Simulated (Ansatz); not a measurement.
# Cs on Ru(0001): change of the work function, part 2 of 2

How does one ordered layer of Cs (fcc site) change the work function of Ru(0001), and what dipole does each adsorbate carry?

Ansatz 0.2.0; plane-wave DFT, PBE, Ansatz PAW.

So far, work function, upper face (eV): step 2 (the clean slab) 5.05.

**3. The covered slab**

System of this step: Cs/Ru(0001). The cell holds 17 atoms: 16 Ru and 1 Cs. Cell: a = 5.400 Å, b = 5.400 Å, c = 28.084 Å, α = 90.0°, β = 90.0°, γ = 60.0°. Vacuum lies along c.

The clean slab as it ended is repeated in the plane and the adsorbate is set on one face; the cell's size fixes the coverage, and the k-mesh shrinks with it to keep the sampling density about even. Adsorbate and upper layers relax, since the dipole depends on the height.

Input file input.yaml:

```yaml
crystal:
  lattice:
    - [5.4, 0.0, 0.0]
    - [2.7, 4.6765371804, 0.0]
    - [0.0, 0.0, 28.0835078181]
  atoms:
    - { symbol: Ru, position: [0.3333333333, 0.3333333333, 0.3204727863] }
    - { symbol: Ru, position: [0.0, 0.0, 0.3966171204] }
    - { symbol: Ru, position: [0.3333333333, 0.3333333333, 0.4734518507] }
    - { symbol: Ru, position: [0.0, 0.0, 0.5476989326] }
    - { symbol: Ru, position: [0.3333333333, 0.8333333333, 0.3204727863] }
    - { symbol: Ru, position: [0.0, 0.5, 0.3966171204] }
    - { symbol: Ru, position: [0.3333333333, 0.8333333333, 0.4734518507] }
    - { symbol: Ru, position: [0.0, 0.5, 0.5476989326] }
    - { symbol: Ru, position: [0.8333333333, 0.3333333333, 0.3204727863] }
    - { symbol: Ru, position: [0.5, 0.0, 0.3966171204] }
    - { symbol: Ru, position: [0.8333333333, 0.3333333333, 0.4734518507] }
    - { symbol: Ru, position: [0.5, 0.0, 0.5476989326] }
    - { symbol: Ru, position: [0.8333333333, 0.8333333333, 0.3204727863] }
    - { symbol: Ru, position: [0.5, 0.5, 0.3966171204] }
    - { symbol: Ru, position: [0.8333333333, 0.8333333333, 0.4734518507] }
    - { symbol: Ru, position: [0.5, 0.5, 0.5476989326] }
    - { symbol: Cs, position: [0.1666666667, 0.1666666667, 0.6795272137] }
kpoints:
  mp_grid: { grid: [6, 6, 1] }
hamiltonian:
  xc: pbe
scf:
  occupations: { method: fermi_dirac, width: 0.1 }
  convergence: { dr2_threshold: 1.0e-08 }
efield:
  axis: 3
  dipole_correction: true
  ramp_position: 0.97
  ramp_width: 0.06
relax:
  f_tol: 0.02
  max_steps: 60
  constraints: [{ sites: [0, 1, 4, 5, 8, 9, 12, 13] }]
output:
  dos: { projected: true, e_range: [-8, 4] }
  write_potential: true
  write_density: true
  volumetric_format: npy
  elf: true
```

Run with:

```
ansatz run input.yaml --threads 4 --pin off --max-ram 6144MiB --backend cpu --events-out ev --progress --plain --runs-dir out
```

The log of the run:

```text
[...]
Crystal: 17 atoms, lattice volume = 709.201 Å³
Basis set: ecut = 420 eV, 13791 PW (Γ), exchange–correlation on 80×80×384 points (8 copies of the dense FFT grid, shifted against one another)
Bands: 159, of which v1, the nominal top of the filled ones, is band 133 counted from 1 (132 counted from 0)
Symmetry: 6 space group operations
[...]
k-points: 7 of 36 (time reversal used)
[...]
SCF iter   1: F=—  HF=-99722.977634 eV  |F-HF|=—  |Δ(HF+E_count)|=         —  Δρ=1.09e-2  dr2=1.57e1  ethr=1.77e-3  p=0.461 e·Å  D=1.18e-1 V/Å  ΔV_dip=-3.30 eV  dr2_dipole=8.38e0  V_vac-E_F(+/−)=1.55/4.85 eV  ⟨swp⟩=8.4  Hψ=4685  notcnv=0
[...]
SCF iter  12: F=-99722.764350 eV  HF=-99722.764350 eV  |F-HF|=4.47e-9  |Δ(HF+E_count)|=   3.85e-8  Δρ=4.70e-7  dr2=4.89e-9  ethr=3.77e-12  p=0.426 e·Å  D=1.09e-1 V/Å  ΔV_dip=-3.05 eV  dr2_dipole=1.12e-10  V_vac-E_F(+/−)=2.03/5.09 eV  ⟨swp⟩=10.9  Hψ=7913  notcnv=0
SCF 1 converged in 12 iterations: F = -99722.764350 eV  dr2 = 4.89e-9
[...]
relax step   1: F+E_penalty+E_count = -99722.76434984 eV  Δ(F+E_penalty+E_count) = +0.000e0 eV  max|allowed force component| = 5.185e-1 eV/Å  Δτ_max = 0.0000 Å  (12 SCF iters, accepted)
[...]
SCF iter   9: F=-99722.810429 eV  HF=-99722.810429 eV  |F-HF|=4.71e-9  |Δ(HF+E_count)|=   2.00e-8  Δρ=5.01e-7  dr2=8.78e-9  ethr=3.77e-12  p=0.434 e·Å  D=1.11e-1 V/Å  ΔV_dip=-3.11 eV  dr2_dipole=6.81e-9  V_vac-E_F(+/−)=1.98/5.09 eV  ⟨swp⟩=10.4  Hψ=7728  notcnv=0
SCF 2 converged in 9 iterations: F = -99722.810429 eV  dr2 = 8.78e-9
relax step   2: F+E_penalty+E_count = -99722.81042913 eV  Δ(F+E_penalty+E_count) = -4.608e-2 eV  max|allowed force component| = 4.858e-1 eV/Å  Δτ_max = 0.0879 Å  (9 SCF iters, accepted)
SCF iter   1: F=—  HF=-99722.902119 eV  |F-HF|=—  |Δ(HF+E_count)|=         —  Δρ=2.72e-3  dr2=4.32e-1  ethr=2.82e-4  p=0.434 e·Å  D=1.11e-1 V/Å  ΔV_dip=-3.11 eV  dr2_dipole=4.07e-2  V_vac-E_F(+/−)=1.99/5.10 eV  ⟨swp⟩=5.0  Hψ=2655  notcnv=0
[...]
SCF iter  11: F=-99722.895178 eV  HF=-99722.895178 eV  |F-HF|=7.90e-9  |Δ(HF+E_count)|=   9.39e-9  Δρ=7.68e-7  dr2=6.44e-9  ethr=3.77e-12  p=0.456 e·Å  D=1.16e-1 V/Å  ΔV_dip=-3.27 eV  dr2_dipole=1.47e-10  V_vac-E_F(+/−)=1.82/5.09 eV  ⟨swp⟩=9.0  Hψ=8728  notcnv=0
SCF 3 converged in 11 iterations: F = -99722.895178 eV  dr2 = 6.44e-9
[...]
relax step   3: F+E_penalty+E_count = -99722.89517779 eV  Δ(F+E_penalty+E_count) = -8.475e-2 eV  max|allowed force component| = 3.252e-1 eV/Å  Δτ_max = 0.1952 Å  (11 SCF iters, accepted)
[...]
relax step   4: F+E_penalty+E_count = -99722.93809069 eV  Δ(F+E_penalty+E_count) = -4.291e-2 eV  max|allowed force component| = 8.519e-2 eV/Å  Δτ_max = 0.1953 Å  (11 SCF iters, accepted)
[...]
relax step   5: F+E_penalty+E_count = -99722.94020078 eV  Δ(F+E_penalty+E_count) = -2.110e-3 eV  max|allowed force component| = 3.614e-2 eV/Å  Δτ_max = 0.0328 Å  (9 SCF iters, accepted)
SCF iter   1: F=—  HF=-99722.939255 eV  |F-HF|=—  |Δ(HF+E_count)|=         —  Δρ=2.74e-4  dr2=4.64e-3  ethr=5.94e-6  p=0.483 e·Å  D=1.23e-1 V/Å  ΔV_dip=-3.46 eV  dr2_dipole=9.89e-4  V_vac-E_F(+/−)=1.63/5.09 eV  ⟨swp⟩=2.9  Hψ=2020  notcnv=0
[...]
SCF iter   7: F=-99722.940599 eV  HF=-99722.940599 eV  |F-HF|=1.64e-8  |Δ(HF+E_count)|=   1.56e-8  Δρ=6.96e-7  dr2=8.80e-9  ethr=3.77e-12  p=0.484 e·Å  D=1.24e-1 V/Å  ΔV_dip=-3.47 eV  dr2_dipole=3.10e-9  V_vac-E_F(+/−)=1.62/5.09 eV  ⟨swp⟩=9.3  Hψ=9269  notcnv=0
SCF 6 converged in 7 iterations: F = -99722.940599 eV  dr2 = 8.80e-9
relax step   6: F+E_penalty+E_count = -99722.94059867 eV  Δ(F+E_penalty+E_count) = -3.979e-4 eV  max|allowed force component| = 5.209e-3 eV/Å  Δτ_max = 0.0196 Å  (7 SCF iters, accepted)
NSCF: frozen V_eff on 7 k-points
[...]
WARN: The output density's exchange-correlation potential varies sharply where the density is thin. Do not read a vacuum level from v_tot or v_xc, or from such a field of the output density. On a cell that repeats whose density bears no net charge and no dipole along the vacuum's axis use v_es (v_loc + v_h of the components); under efield.dipole_correction with no amplitude use v_es + v_field, which holds any externa [...]
SCF converged after 7 iterations
Free energy (F): -99722.940599 eV
[...]
Internal energy: -99722.304881 eV  (E = F + TS)
E sigma→0 (E₀):  -99722.622740 eV
Entropy (-TS):   -0.635718 eV (-37.395 meV/atom)
Fermi energy:    5.695264 eV
Dipole field:    D = 0.123651 V/Å  (p = 0.484624 e·Å, saw-weighted, corrected)
Work function:   Φ+ = 1.6170 eV   Φ− = 5.0897 eV
[...]
--- Forces (eV/Å), atoms counted from 1 ---
  atom   1  Ru     0.00205224     0.00118486     0.43393157
  atom   2  Ru     0.02997672     0.01730707    -0.41922629
  atom   3  Ru     0.00306646     0.00177042    -0.00378676
  atom   4  Ru    -0.00111204    -0.00064204     0.00053266
  atom   5  Ru    -0.00000000    -0.00236972     0.43393157
  atom   6  Ru     0.00000000    -0.03461413    -0.41922629
  atom   7  Ru     0.00000000    -0.00354084    -0.00378676
  atom   8  Ru    -0.00000000     0.00128407     0.00053266
  atom   9  Ru    -0.00205224     0.00118486     0.43393157
  atom  10  Ru    -0.02997672     0.01730707    -0.41922629
  atom  11  Ru    -0.00306646     0.00177042    -0.00378676
  atom  12  Ru     0.00111204    -0.00064204     0.00053266
  atom  13  Ru    -0.00000000     0.00000000     0.42488790
  atom  14  Ru     0.00000000    -0.00000000    -0.46509282
  atom  15  Ru    -0.00000000     0.00000000     0.00090543
  atom  16  Ru     0.00000000    -0.00000000     0.00520941
  atom  17  Cs     0.00000000     0.00000000    -0.00035476
  max |Σ_I F_I| component: 9.13e-5 eV/Å
--- Band table (eV; the first three rows and the last of 7) ---
  k-point 0: bands = [... 129 lower, 5.8703, 5.9937, 6.5922, 6.6392, 6.6392, 6.6907, 6.6907, 6.7286, ... 22 higher]
  k-point 1: bands = [... 129 lower, 5.8091, 5.8828, 6.1498, 6.2431, 6.2550, 6.4446, 6.5196, 6.5513, ... 22 higher]
  k-point 2: bands = [... 129 lower, 5.3696, 5.3807, 5.4373, 5.7114, 5.9219, 6.0032, 6.0164, 6.0236, ... 22 higher]
  k-point 6: bands = [... 129 lower, 5.2210, 5.2225, 5.3430, 5.3636, 5.3976, 5.8898, 5.9116, 5.9445, ... 22 higher]
--- Relaxed structure (6 steps of the walk, 6 accepted, 0 SCFs on fresh bases) ---
  F+E_penalty+E_count = -99722.94059867 eV   max|allowed force component| = 5.209e-3 eV/Å
  atoms:
    - { symbol: Ru, position: [0.333333, 0.333333, 0.320473] }
    - { symbol: Ru, position: [2.666712e-17, 2.666712e-17, 0.3966171204] }
    - { symbol: Ru, position: [0.333676, 0.333676, 0.473232] }
    - { symbol: Ru, position: [-0.00208873, -0.00208873, 0.547606] }
    - { symbol: Ru, position: [0.333333, 0.833333, 0.320473] }
    - { symbol: Ru, position: [1.387779e-16, 0.500000, 0.3966171204] }
    - { symbol: Ru, position: [0.333676, 0.832647, 0.473232] }
    - { symbol: Ru, position: [-0.00208873, 0.504177, 0.547606] }
    - { symbol: Ru, position: [0.833333, 0.333333, 0.320473] }
    - { symbol: Ru, position: [0.5, 2.666712e-17, 0.3966171204] }
    - { symbol: Ru, position: [0.832647, 0.333676, 0.473232] }
    - { symbol: Ru, position: [0.504177, -0.00208873, 0.547606] }
    - { symbol: Ru, position: [0.833333, 0.833333, 0.320473] }
    - { symbol: Ru, position: [0.500000, 0.500000, 0.3966171204] }
    - { symbol: Ru, position: [0.833333, 0.833333, 0.472990] }
    - { symbol: Ru, position: [0.500000, 0.500000, 0.548440] }
    - { symbol: Cs, position: [0.166667, 0.166667, 0.660622] }
```

Elapsed: 2.2 min, on 4 threads of Arm Neoverse V2, shared host; peak memory 2.7 GiB.

Relaxation path:

```csv
step,energy less that of the first step (eV),largest force component (eV/Å)
1,0.0000,0.5185
2,-0.0461,0.4858
3,-0.1308,0.3252
4,-0.1737,0.0852
5,-0.1759,0.0361
6,-0.1762,0.0052
```

The run keeps the 6 symmetry operations that the program found, so distortions that break them were not tested.

The atoms that moved most (Å):

```csv
atom,dx,dy,dz,length
Cs17,0.000,0.000,-0.531,0.531
Ru16,0.000,0.000,0.021,0.021
Ru12,0.017,-0.010,-0.003,0.020
Ru4,-0.017,-0.010,-0.003,0.020
Ru8,0.000,0.020,-0.003,0.020
Ru15,0.000,0.000,-0.013,0.013
Ru7,0.000,-0.003,-0.006,0.007
Ru3,0.003,0.002,-0.006,0.007
```

Final coordinates:

```cif
data_structure
_symmetry_space_group_name_H-M 'P 1'
_symmetry_Int_Tables_number 1
_cell_length_a 5.4000
_cell_length_b 5.4000
_cell_length_c 28.0835
_cell_angle_alpha 90.000
_cell_angle_beta 90.000
_cell_angle_gamma 60.000
_cell_volume 709.20
loop_
_atom_site_label
_atom_site_type_symbol
_atom_site_fract_x
_atom_site_fract_y
_atom_site_fract_z
_atom_site_occupancy
Ru1 Ru 0.33333 0.33333 0.32047 1
Ru2 Ru 0.00000 0.00000 0.39662 1
Ru3 Ru 0.33368 0.33368 0.47323 1
Ru4 Ru 0.99791 0.99791 0.54761 1
Ru5 Ru 0.33333 0.83333 0.32047 1
Ru6 Ru 0.00000 0.50000 0.39662 1
Ru7 Ru 0.33368 0.83265 0.47323 1
Ru8 Ru 0.99791 0.50418 0.54761 1
Ru9 Ru 0.83333 0.33333 0.32047 1
Ru10 Ru 0.50000 0.00000 0.39662 1
Ru11 Ru 0.83265 0.33368 0.47323 1
Ru12 Ru 0.50418 0.99791 0.54761 1
Ru13 Ru 0.83333 0.83333 0.32047 1
Ru14 Ru 0.50000 0.50000 0.39662 1
Ru15 Ru 0.83333 0.83333 0.47299 1
Ru16 Ru 0.50000 0.50000 0.54844 1
Cs17 Cs 0.16667 0.16667 0.66062 1
```

Numbers from this step:

- energy at zero smearing: -99722.6227 eV
- work function, upper face: 1.617 eV
- work function, lower face: 5.090 eV
- dipole along the normal: 0.4846 e·Å
- step between the vacuum levels: -3.473 eV

Running mean over 2.138 Å of the planar mean; the ramp of the sawtooth is left out. Electron's electrostatic potential energy less the Fermi level against z:

z (Å), electron's electrostatic potential energy less the Fermi level (eV) and a bar from the least value:
```
      3.5        5.1 ##############################
      4.0        5.1 ##############################
      4.5        5.1 ##############################
      5.0        5.1 ##############################
      5.5        5.1 ##############################
      6.0        5.0 ##############################
      6.5        4.8 ##############################
      7.0        4.0 ############################
      7.5        0.8 ########################
      8.0       -6.3 #############
      8.5      -12.4 ####
      9.0      -14.2 ##
      9.5      -14.5 #
     10.0      -14.7 #
     10.5      -14.8 #
     11.0      -14.8 #
     11.5      -14.8 #
     12.0      -14.7 #
     12.5      -14.8 #
     13.0      -14.9 #
     13.5      -15.0 
     14.0      -15.3 
     14.5      -15.3 
     15.0      -14.8 #
     15.5      -14.2 ##
     16.0      -11.5 ######
     16.5       -5.3 ###############
     17.0       -0.3 ######################
     17.5        0.2 #######################
     18.0       -1.1 #####################
     18.5       -2.2 ###################
     19.0       -2.2 ###################
     19.5       -1.3 #####################
     20.0       -0.2 ######################
     20.5        0.8 ########################
     21.0        1.2 ########################
     21.5        1.4 #########################
     22.0        1.5 #########################
     22.5        1.6 #########################
     23.0        1.6 #########################
     23.5        1.6 #########################
     24.0        1.6 #########################
     24.5        1.6 #########################
     25.0        1.6 #########################
```

The density of states has structure finer than the step of the table below, so its rows give means over 0.2 eV. Peaks (eV: height): -4.30: 48.9, -4.15: 43.7, -2.80: 44.9, -1.92: 67.7, -0.33: 47.9, 0.84: 50.0, 1.44: 45.3.

Density of states against energy, zero at the Fermi level; means over each step:

```csv
energy (eV),density of states (states/eV a cell)
-7.8,0
-7.6,0.00891
-7.4,0.651
-7.2,0.867
-7.0,0.900
-6.8,1.01
-6.6,1.05
-6.4,1.22
-6.2,2.20
-6.0,8.28
-5.8,16.6
-5.6,18.0
-5.4,21.4
-5.2,23.7
-5.0,17.6
-4.8,15.1
-4.6,22.0
-4.4,25.5
-4.2,28.2
-4.0,16.6
-3.8,17.9
-3.6,13.8
-3.4,21.7
-3.2,12.6
-3.0,20.3
-2.8,30.4
-2.6,26.0
-2.4,21.1
-2.2,29.8
-2.0,35.8
-1.8,29.4
-1.6,29.5
-1.4,27.1
-1.2,17.2
-1.0,17.0
-0.8,12.5
-0.6,19.5
-0.4,22.6
-0.2,18.3
0.0,19.0
0.2,22.0
0.4,19.3
0.6,17.9
0.8,26.6
1.0,28.0
1.2,26.9
1.4,28.9
```

Projected DOS per atom over height of the atomic layer and energy from the Fermi level. Layers: Ru4 Ru4 Ru4 Ru4 Cs from below.

Ten even steps from '0' (0.00 states/eV) to '9' (2.47 states/eV), each cell a mean:
```
47740
77764
54342
54452
63350
52241
53350
85580
96690
55560
56660
34330
44430
56650
44440
36730
27720
02300
00000
00000
00000
00000
```
Columns: height of the atomic layer (Å) from 9 to 18.6 (not evenly spaced); rows upwards: energy from the Fermi level (eV) from -7.96 to 1.65.

Electrostatic potential energy in the ca plane at fractional y = 0.000, with atoms of Ru within 0.2 Å of it. With pseudopotentials it is smooth inside the atoms' cores, unlike the true potential.

Values in eV, 8 rows by 16 columns, each cell a mean:
```
  3 -22 -59   0   2  -6 -65 -10   8   7   7   8   8   8   8   9
-12   2  -3   1 -17   2  -3   6   9   8   8   8   8   8   8   9
 -7  -1 -14   2 -10   1 -16   4   9   8   8   8   8   8   8   9
  5 -30 -72  -1   4 -10 -78 -16   8   6   6   7   8   8   8   9
  3 -22 -59   0   2  -5 -62  -9   6  -2   2   7   8   8   8   9
-12   3  -2   2 -16   3  -1   6   3 -18  -7   6   8   8   8   9
 -7  -2 -14   2 -10   2 -13   4   4 -14  -5   6   8   8   8   9
  5 -30 -72  -1   4  -9 -76 -15   7   2   4   7   8   8   8   9
```
Columns run along c (16.0 Å, from fractional 0.32 to 0.89 of the cell; values clipped at the 3rd and 97th percentile), rows up along a (5.4 Å). Atoms in or near the plane, at fractional coordinates: Ru at (0.40, 0.00), Ru at (0.55, 0.00), Ru at (0.40, 0.50), Ru at (0.55, 0.50).

Valence density in the ca plane at fractional y = 0.000, with atoms of Ru within 0.2 Å of it. It is the smooth field of the valence electrons, not physical close to the nuclei.

Ten steps, logarithmic in the rise over the least value, from '0' (0.00 × 1e0 e/Å³) to '9' (9.76 × 1e0 e/Å³), each cell a mean:
```
33347998633333358998521000000000000000000000
43335776433443346776311000000000000000000000
65333443334554333443210000000000000000000000
65333333334665333333210000000000000000000000
54334565333454334664210000000000000000000000
33346898533333347987421000000000000000000000
33347999633333358998521001110000000000000000
33347998633333358998521112222100000000000000
43335776433443346775311123443210000000000000
65333443334554333443211234554210000000000000
65333333334665333333211234554310000000000000
54334565333454334554211134443210000000000000
33346897533333347887421123332100000000000000
33347999633333358998521011111000000000000000
```
Columns run along c (16.0 Å, from fractional 0.32 to 0.89 of the cell), rows up along a (5.4 Å). Atoms in or near the plane, at fractional coordinates: Ru at (0.40, 0.00), Ru at (0.55, 0.00), Ru at (0.40, 0.50), Ru at (0.55, 0.50).

ELF in the ca plane at fractional y = 0.000, with atoms of Ru within 0.2 Å of it. It is the smooth field of the valence electrons, not physical close to the nuclei.

Ten even steps from '0' (0.00) to '9' (0.89), each cell a mean:
```
33336657423323336667311000111000000000000000
22323564332222334664222100000000000000000000
43232232322443232333233210000000000000000000
53233233322453233333333321000000000000000000
32232443232332233443222210000000000000000000
22325766333222336676311100000000000000000000
33336536423333337447411002343200000000000000
33336657423323336666311036887521000000000000
22323565332222334664211269999742000000000000
43232232322443232233321389999862100000000000
53233333322453232233321389999963100000000000
32232343232332233443221279999852000000000000
22325776333222335776311148998631000000000000
33336536523333336447411014665310000000000000
```
Columns run along c (16.0 Å, from fractional 0.32 to 0.89 of the cell), rows up along a (5.4 Å). Atoms in or near the plane, at fractional coordinates: Ru at (0.40, 0.00), Ru at (0.55, 0.00), Ru at (0.40, 0.50), Ru at (0.55, 0.50).

The relaxation took 6 steps and lowered the energy by 0.18 eV; the largest force on the free atoms ends at 0.0052 eV/Å.

By hand: a sheet of dipoles makes a step −p/(ε₀A) in the electron's potential. With e/ε₀ = 180.95 V·Å, p = 0.4846 e·Å and A = 25.25 Å², that is −180.95 × (0.4846) / 25.25 = -3.473 eV, and the two vacuum levels of the run differ by -3.473 eV.

The covered face has 1.62 eV, -3.43 eV against the clean one; the bare back face has moved by +0.01 eV, a measure of how thin the slab is.

**4. Work function against coverage**

This step: plane-wave DFT, PBE, Ansatz PAW; work function against coverage (Ansatz 0.2.0).

The runs are now put side by side.

Numbers from this step:

```yaml
work_function_of_the_clean_face: 5.046 eV
largest_change_of_the_work_function: -3.429 eV
```

Table of work function of the covered face by coverage:

```csv
coverage (adsorbates/nm²),work function of the covered face (eV)
0.00,5.05
3.96,1.62
```

The dipole per adsorbate comes from the change of the cell's dipole. Coverage, by row:

```csv
coverage (1/nm²),coverage (ML),work function (eV),change (eV),"dipole per adsorbate, positive end outwards (debye)",mean height of the added atoms over the highest substrate atom (Å)
3.96,0.25,1.617,-3.429,2.308,3.15
```

**5. Results**

```yaml
work_function_of_the_clean_face: 5.05 eV
work_function_at_0p25_ml: 1.62 eV
dipole_per_adsorbate_at_0p25_ml_positive_end_outwards: 2.31 D
```

Cs lowers the work function of Ru(0001) at the lowest coverage, by 3.43 eV: the adsorbate layer has its positive end outwards. One coverage alone was completed, so no trend follows. The slab has 4 layers, at the tabulated experimental lattice constant, one starting site was run, and quantum-size effects of a slab this thin can reach one or two tenths of an eV.

[Long decimals in the printed logs are rounded to 6 places.]

[Logs are printed without paths, hosts, clocks, repeated set-up lines and the standing remarks that a program may print on its own settings, such as how far it seeks lower states.]

[Hosts, paths, dates, database ids (printed as entryN), source tags and the programs' standing remarks are cut or masked in the printed files.]

[Maps of the electrostatic potential energy from Ansatz leave out the sawtooth potential of an applied field or a dipole correction, so their vacuum need not be flat; planar profiles and work functions include it.]

[The density of states shown here was stored with 400 of the rows of the run's finer table, so its peaks can read low, often by over a quarter, or be missed, and its means over a window can be off by a tenth or more.]
